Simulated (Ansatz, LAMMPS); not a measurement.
# Structural relaxation of a frame of liquid Na2CO3 from 1100 K (108 atoms), part 2 of 3

Aim: bring a frame of liquid Na2CO3 from 1100 K (108 atoms) to a nearby minimum of the energy and see what moves.

Ansatz 0.2.0; Kohn-Sham DFT, PBE, PAW (set soft_2), plane waves.

The cell: 18 C, 54 O and 36 Na. The starting topology of bonds comes from the classical model. The Brillouin zone is sampled at Γ only, in a cell whose shortest periodic width is 12 Å.

So far. Step 3 (Single point at the start): Neighbours are counted within 3.09 Å (O-Na), 1.73 Å (O-C).

## (4) Relaxation

With the cell held, the atoms are moved downhill towards a nearby minimum.

input.yaml

```yaml
crystal:
  lattice:
    - [11.6842, 0.0, 0.0]
    - [0.0, 11.6842, 0.0]
    - [0.0, 0.0, 11.6842]
  atoms:
    [... the 108 atom lines of step 3 ...]
kpoints:
  mp_grid: { grid: [1, 1, 1] }
hamiltonian:
  xc: pbe
scf:
  occupations: { method: gaussian, width: 0.05 }
output:
  forces: true
relax:
  f_tol: 0.05
  max_steps: 200
```

Launch:

```console
ansatz run input.yaml --threads 4 --pin off --max-ram 8192MiB --backend cpu --events-out ev --progress --plain --runs-dir out
```

Numbers of over 12 decimals in the logs are rounded to 6 here.

The log of the run:

```text
[...]
Crystal: 108 atoms, lattice volume = 1595.133 Å³
Basis set: ecut = 420 eV, 31343 PW (Γ), exchange–correlation on 160×160×160 points (8 copies of the dense FFT grid, shifted against one another)
Bands: 468, of which v1, the nominal top of the filled ones, is band 360 counted from 1 (359 counted from 0)
Symmetry: 1 space group operations
[...]
k-points: 1
[...]
SCF iter   1: F=—  HF=-88693.822398 eV  |F-HF|=—  |Δ(HF+E_count)|=         —  Δρ=3.27e-3  dr2=3.27e-1  ethr=1.77e-3  ⟨swp⟩=5.0  Hψ=1750  notcnv=0  defer=94
[...]
SCF iter   7: F=-88693.778826 eV  HF=-88693.778831 eV  |F-HF|=4.24e-6  |Δ(HF+E_count)|=   7.31e-5  Δρ=3.83e-5  dr2=2.18e-5  ethr=8.68e-9  ⟨swp⟩=4.0  Hψ=1345  notcnv=0
SCF 1 converged in 7 iterations: F = -88693.778826 eV  dr2 = 2.18e-5
[...]
relax step   1: F+E_penalty+E_count = -88693.77882646 eV  Δ(F+E_penalty+E_count) = +0.000e0 eV  max|allowed force component| = 1.287e1 eV/Å  Δτ_max = 0.0000 Å  (7 SCF iters, dr2 threshold 6.25e-5 eV, accepted)
[...]
relax step   2: F+E_penalty+E_count = -88707.34991548 eV  Δ(F+E_penalty+E_count) = -1.357e1 eV  max|allowed force component| = 3.109e0 eV/Å  Δτ_max = 0.1948 Å  (8 SCF iters, dr2 threshold 1.00e-4 eV, accepted)
[...]
relax step   3: F+E_penalty+E_count = -88711.17708051 eV  Δ(F+E_penalty+E_count) = -3.827e0 eV  max|allowed force component| = 2.804e0 eV/Å  Δτ_max = 0.1949 Å  (8 SCF iters, dr2 threshold 1.00e-4 eV, accepted)
relax step   4: F+E_penalty+E_count = -88713.55096501 eV  Δ(F+E_penalty+E_count) = -2.374e0 eV  max|allowed force component| = 1.748e0 eV/Å  Δτ_max = 0.2000 Å  (7 SCF iters, dr2 threshold 1.00e-4 eV, accepted)
relax step   5: F+E_penalty+E_count = -88715.30692641 eV  Δ(F+E_penalty+E_count) = -1.756e0 eV  max|allowed force component| = 6.556e-1 eV/Å  Δτ_max = 0.1922 Å  (7 SCF iters, dr2 threshold 1.00e-4 eV, accepted)
relax step   6: F+E_penalty+E_count = -88716.06424900 eV  Δ(F+E_penalty+E_count) = -7.573e-1 eV  max|allowed force component| = 8.817e-1 eV/Å  Δτ_max = 0.1976 Å  (7 SCF iters, dr2 threshold 6.04e-5 eV, accepted)
relax step   7: F+E_penalty+E_count = -88716.67547425 eV  Δ(F+E_penalty+E_count) = -6.112e-1 eV  max|allowed force component| = 7.632e-1 eV/Å  Δτ_max = 0.2000 Å  (7 SCF iters, dr2 threshold 1.00e-4 eV, accepted)
relax step   8: F+E_penalty+E_count = -88717.12452369 eV  Δ(F+E_penalty+E_count) = -4.490e-1 eV  max|allowed force component| = 6.246e-1 eV/Å  Δτ_max = 0.1946 Å  (6 SCF iters, dr2 threshold 1.00e-4 eV, accepted)
relax step   9: F+E_penalty+E_count = -88717.37381327 eV  Δ(F+E_penalty+E_count) = -2.493e-1 eV  max|allowed force component| = 1.012e0 eV/Å  Δτ_max = 0.1950 Å  (7 SCF iters, dr2 threshold 1.00e-4 eV, accepted)
relax step  10: F+E_penalty+E_count = -88717.60147780 eV  Δ(F+E_penalty+E_count) = -2.277e-1 eV  max|allowed force component| = 8.355e-1 eV/Å  Δτ_max = 0.1950 Å  (6 SCF iters, dr2 threshold 1.00e-4 eV, accepted)
relax step  11: F+E_penalty+E_count = -88717.78186723 eV  Δ(F+E_penalty+E_count) = -1.804e-1 eV  max|allowed force component| = 5.947e-1 eV/Å  Δτ_max = 0.1917 Å  (6 SCF iters, dr2 threshold 1.00e-4 eV, accepted)
relax step  12: F+E_penalty+E_count = -88717.96566410 eV  Δ(F+E_penalty+E_count) = -1.838e-1 eV  max|allowed force component| = 3.220e-1 eV/Å  Δτ_max = 0.2000 Å  (6 SCF iters, dr2 threshold 1.00e-4 eV, accepted)
relax step  13: F+E_penalty+E_count = -88718.13335774 eV  Δ(F+E_penalty+E_count) = -1.677e-1 eV  max|allowed force component| = 4.634e-1 eV/Å  Δτ_max = 0.2000 Å  (7 SCF iters, dr2 threshold 3.04e-5 eV, accepted)
relax step  14: F+E_penalty+E_count = -88718.26799071 eV  Δ(F+E_penalty+E_count) = -1.346e-1 eV  max|allowed force component| = 3.237e-1 eV/Å  Δτ_max = 0.2000 Å  (6 SCF iters, dr2 threshold 6.30e-5 eV, accepted)
relax step  15: F+E_penalty+E_count = -88718.37141717 eV  Δ(F+E_penalty+E_count) = -1.034e-1 eV  max|allowed force component| = 5.542e-1 eV/Å  Δτ_max = 0.1958 Å  (6 SCF iters, dr2 threshold 5.11e-5 eV, accepted)
relax step  16: F+E_penalty+E_count = -88718.47886818 eV  Δ(F+E_penalty+E_count) = -1.075e-1 eV  max|allowed force component| = 2.782e-1 eV/Å  Δτ_max = 0.2000 Å  (6 SCF iters, dr2 threshold 1.00e-4 eV, accepted)
relax step  17: F+E_penalty+E_count = -88718.51662284 eV  Δ(F+E_penalty+E_count) = -3.775e-2 eV  max|allowed force component| = 3.178e-1 eV/Å  Δτ_max = 0.1998 Å  (7 SCF iters, dr2 threshold 1.95e-5 eV, accepted)
relax step  18: F+E_penalty+E_count = -88718.56614778 eV  Δ(F+E_penalty+E_count) = -4.952e-2 eV  max|allowed force component| = 1.351e-1 eV/Å  Δτ_max = 0.2000 Å  (7 SCF iters, dr2 threshold 2.54e-5 eV, accepted)
relax step  19: F+E_penalty+E_count = -88718.60457405 eV  Δ(F+E_penalty+E_count) = -3.843e-2 eV  max|allowed force component| = 6.535e-2 eV/Å  Δτ_max = 0.2000 Å  (8 SCF iters, dr2 threshold 3.30e-6 eV, accepted)
relax step  20: F+E_penalty+E_count = -88718.62446243 eV  Δ(F+E_penalty+E_count) = -1.989e-2 eV  max|allowed force component| = 1.599e-1 eV/Å  Δτ_max = 0.1918 Å  (9 SCF iters, accepted)
relax step  21: F+E_penalty+E_count = -88718.64522206 eV  Δ(F+E_penalty+E_count) = -2.076e-2 eV  max|allowed force component| = 8.067e-2 eV/Å  Δτ_max = 0.1773 Å  (7 SCF iters, dr2 threshold 5.98e-6 eV, accepted)
[...]
relax step  22: F+E_penalty+E_count = -88718.65009937 eV  Δ(F+E_penalty+E_count) = -4.877e-3 eV  max|allowed force component| = 2.424e-2 eV/Å  Δτ_max = 0.0579 Å  (9 SCF iters, accepted)
SCF converged after 9 iterations
Free energy (F): -88718.650099 eV
[...]
Internal energy: -88718.650099 eV  (E = F + TS)
E sigma→0 (E₀):  -88718.650099 eV
Fermi energy:    3.708469 eV
[...]
--- Forces (eV/Å), atoms counted from 1 ---
  atom   1  C      0.01617213    -0.00023684    -0.02424508
  atom   2  O     -0.00451482     0.00094014     0.00597848
  atom   3  O     -0.00368718     0.01083488     0.01153126
  atom   4  O     -0.00683627    -0.00510027     0.00991625
  atom   5  C      0.00467622    -0.00306144     0.00832729
  atom   6  O      0.00017756     0.00205372    -0.00406023
  atom   7  O     -0.00350379    -0.00516646    -0.00126613
  atom   8  O     -0.00083572     0.00403469    -0.00309877
  atom   9  C     -0.00238555    -0.01322637    -0.00565773
  atom  10  O      0.00165908     0.00487402     0.00425434
  atom  11  O      0.00285224     0.00510568     0.01048947
  atom  12  O     -0.00282731     0.00577660    -0.00300062
  atom  13  C     -0.00049113     0.00595203    -0.00284606
  atom  14  O     -0.00159709    -0.00154167    -0.00002929
[...]
atom 107  Na     0.00104447    -0.00141032    -0.00159304
  atom 108  Na     0.00129524    -0.00184228    -0.00128596
  max |Σ_I F_I| component: 1.36e-4 eV/Å
--- Relaxed structure (22 steps of the walk, 22 accepted, 0 SCFs on fresh bases) ---
  F+E_penalty+E_count = -88718.65009937 eV   max|allowed force component| = 2.424e-2 eV/Å
  atoms:
    - { symbol: C, position: [0.579762, 0.787838, 0.039087] }
    - { symbol: O, position: [0.632217, 0.884249, 0.053294] }
    - { symbol: O, position: [0.599558, 0.724524, 0.948873] }
    - { symbol: O, position: [0.502931, 0.755040, 0.112323] }
[...]
- { symbol: Na, position: [0.995924, 0.784483, 0.602891] }
```

Elapsed: 4.7 min, on 4 threads of Arm Neoverse V2, shared host; peak memory 2.2 GiB.

Relaxation path:

| step | energy less that of the first step (eV) | largest force component (eV/Å) |
| --- | --- | --- |
| 1 | 0.0000 | 12.8718 |
| 2 | -13.5711 | 3.1085 |
| 3 | -17.3983 | 2.8041 |
| 4 | -19.7721 | 1.7484 |
| 5 | -21.5281 | 0.6556 |
| 6 | -22.2854 | 0.8817 |
| 7 | -22.8966 | 0.7632 |
| 8 | -23.3457 | 0.6246 |
| 9 | -23.5950 | 1.0115 |
| 10 | -23.8227 | 0.8355 |
| 11 | -24.0030 | 0.5947 |
| 12 | -24.1868 | 0.3221 |
| 13 | -24.3545 | 0.4634 |
| 14 | -24.4892 | 0.3237 |
| 15 | -24.5926 | 0.5542 |
| 16 | -24.7000 | 0.2782 |
| 17 | -24.7378 | 0.3178 |
| 18 | -24.7873 | 0.1351 |
| 19 | -24.8257 | 0.0654 |
| 20 | -24.8456 | 0.1599 |
| 21 | -24.8664 | 0.0807 |
| 22 | -24.8713 | 0.0242 |

The atoms that moved most (Å):

| atom | dx | dy | dz | length |
| --- | --- | --- | --- | --- |
| Na95 | 0.704 | 1.692 | 0.201 | 1.844 |
| O36 | -1.208 | 0.699 | -1.156 | 1.812 |
| O50 | 0.407 | 1.115 | -0.470 | 1.277 |
| Na100 | -0.724 | -0.702 | 0.727 | 1.243 |
| O59 | 0.786 | 0.152 | -0.899 | 1.204 |
| O39 | 0.168 | -1.035 | -0.576 | 1.196 |
| Na76 | 0.422 | 0.150 | 1.096 | 1.184 |
| O52 | -0.245 | -0.720 | 0.906 | 1.183 |

The relaxation changed the energy by -230 meV/atom, and atoms moved by 0.69 Å r.m.s., 1.8 Å at most.

## (5) Structure statistics after relaxation

Bonds before and after, by the cutoffs listed below:

| pair | bonds before | bonds after | mean before (Å) | mean after (Å) | spread before (Å) | spread after (Å) |
| --- | --- | --- | --- | --- | --- | --- |
| O-Na | 176 | 185 | 2.491 | 2.455 | 0.215 | 0.150 |
| O-C | 54 | 54 | 1.266 | 1.302 | 0.049 | 0.007 |

Density 1.99 g/cm³, 14.77 Å³ an atom.

g(r), total and by pair (bins of 0.2 Å):

| r (Å) | total | O-O | O-Na | O-C | Na-Na | Na-C | C-C |
| --- | --- | --- | --- | --- | --- | --- | --- |
| 1.20 | 1.60 | 0.00 | 0.00 | 9.65 | 0.00 | 0.00 | 0.00 |
| 1.40 | 1.86 | 0.00 | 0.00 | 11.15 | 0.00 | 0.00 | 0.00 |
| 1.60 | 0.00 | 0.00 | 0.00 | 0.00 | 0.00 | 0.00 | 0.00 |
| 1.80 | 0.00 | 0.00 | 0.00 | 0.00 | 0.00 | 0.00 | 0.00 |
| 2.00 | 0.00 | 0.00 | 0.00 | 0.00 | 0.00 | 0.00 | 0.00 |
| 2.20 | 1.56 | 4.62 | 1.22 | 0.00 | 0.00 | 0.00 | 0.00 |
| 2.40 | 2.11 | 0.00 | 6.33 | 0.00 | 0.00 | 0.00 | 0.00 |
| 2.60 | 0.71 | 0.00 | 1.90 | 0.00 | 0.00 | 0.70 | 0.00 |
| 2.80 | 0.79 | 0.00 | 0.64 | 0.00 | 0.12 | 5.10 | 0.00 |
| 3.00 | 0.43 | 0.14 | 0.32 | 0.07 | 0.45 | 2.07 | 0.00 |
| 3.20 | 0.91 | 0.80 | 0.35 | 0.18 | 1.54 | 3.53 | 0.00 |
| 3.40 | 1.04 | 1.19 | 0.54 | 0.57 | 2.27 | 1.88 | 0.00 |
| 3.60 | 0.99 | 1.44 | 0.81 | 0.44 | 1.66 | 0.85 | 0.29 |
| 3.80 | 0.99 | 1.45 | 0.95 | 0.63 | 1.55 | 0.34 | 0.00 |
| 4.00 | 1.12 | 1.06 | 1.25 | 1.65 | 1.16 | 0.24 | 0.47 |
| 4.20 | 1.07 | 0.97 | 1.10 | 1.66 | 1.01 | 0.28 | 1.75 |
| 4.40 | 1.02 | 0.90 | 0.95 | 1.75 | 0.91 | 0.31 | 2.00 |
| 4.60 | 0.95 | 0.94 | 0.73 | 1.81 | 0.65 | 0.42 | 1.65 |
| 4.80 | 1.02 | 1.26 | 0.81 | 1.25 | 1.10 | 0.42 | 2.21 |
| 5.00 | 1.00 | 1.04 | 0.86 | 1.23 | 0.94 | 0.78 | 2.05 |
| 5.20 | 1.01 | 1.06 | 1.12 | 1.00 | 0.76 | 0.54 | 2.18 |
| 5.40 | 1.09 | 1.10 | 1.05 | 1.28 | 1.01 | 0.91 | 1.62 |
| 5.60 | 1.08 | 1.18 | 1.14 | 0.85 | 1.07 | 1.03 | 0.89 |

Bonds by pair of elements; cutoffs follow the first minimum of g(r), held within bounds set by covalent radii, and pairs that aren't listed don't count as bonded:

| pair A-B | cutoff (Å) | bonds | mean length (Å) | spread (Å) | shortest (Å) | B about A | A about B |
| --- | --- | --- | --- | --- | --- | --- | --- |
| O-Na | 2.98 | 185 | 2.46 | 0.15 | 2.18 | 3.43 | 5.14 |
| O-C | 1.73 | 54 | 1.30 | 0.007 | 1.28 | 1 | 3 |

How many atoms have how many bonded neighbours:

| element | mean | 3 | 4 | 5 | 6 | 7 |
| --- | --- | --- | --- | --- | --- | --- |
| C | 3 | 18 | 0 | 0 | 0 | 0 |
| Na | 5.14 | 0 | 8 | 16 | 11 | 1 |
| O | 4.43 | 3 | 26 | 24 | 1 | 0 |

Bond angles (no mean is given where the spread exceeds 20°):

| angle | count | mean (°) | spread (°) |
| --- | --- | --- | --- |
| O-Na-O | 394 | - | - |
| Na-O-Na | 235 | - | - |
| C-O-Na | 185 | - | - |
| O-C-O | 54 | 120 | 1 |

Bond length by coordination (bonds to H left out):

| element | coordination | atoms | mean bond length (Å) |
| --- | --- | --- | --- |
| Na | 4 | 8 | 2.34 |
| Na | 5 | 16 | 2.45 |
| Na | 6 | 11 | 2.50 |
| Na | 7 | 1 | 2.59 |
| O | 3 | 3 | 1.98 |
| O | 4 | 26 | 2.12 |
| O | 5 | 24 | 2.27 |
| O | 6 | 1 | 2.37 |

First main peaks of g(r), for some of the pairs, lie near 2.3 Å (O-O), 2.4 Å (O-Na), 1.3 Å (O-C), 3.4 Å (Na-Na) and 2.8 Å (Na-C). Counting bonds as in the table, all C atoms have 3, 44 % of Na atoms have 5 and 48 % of O atoms have 4 bonded neighbours.

(Part 2 of 3 ends here.)

[Logs are printed without paths, hosts, clocks, repeated set-up lines and the standing remarks that a program may print on its own settings, such as how far it seeks lower states.]

[Hosts, paths, dates, database ids (printed as entryN), source tags and the programs' standing remarks are cut or masked in the printed files.]
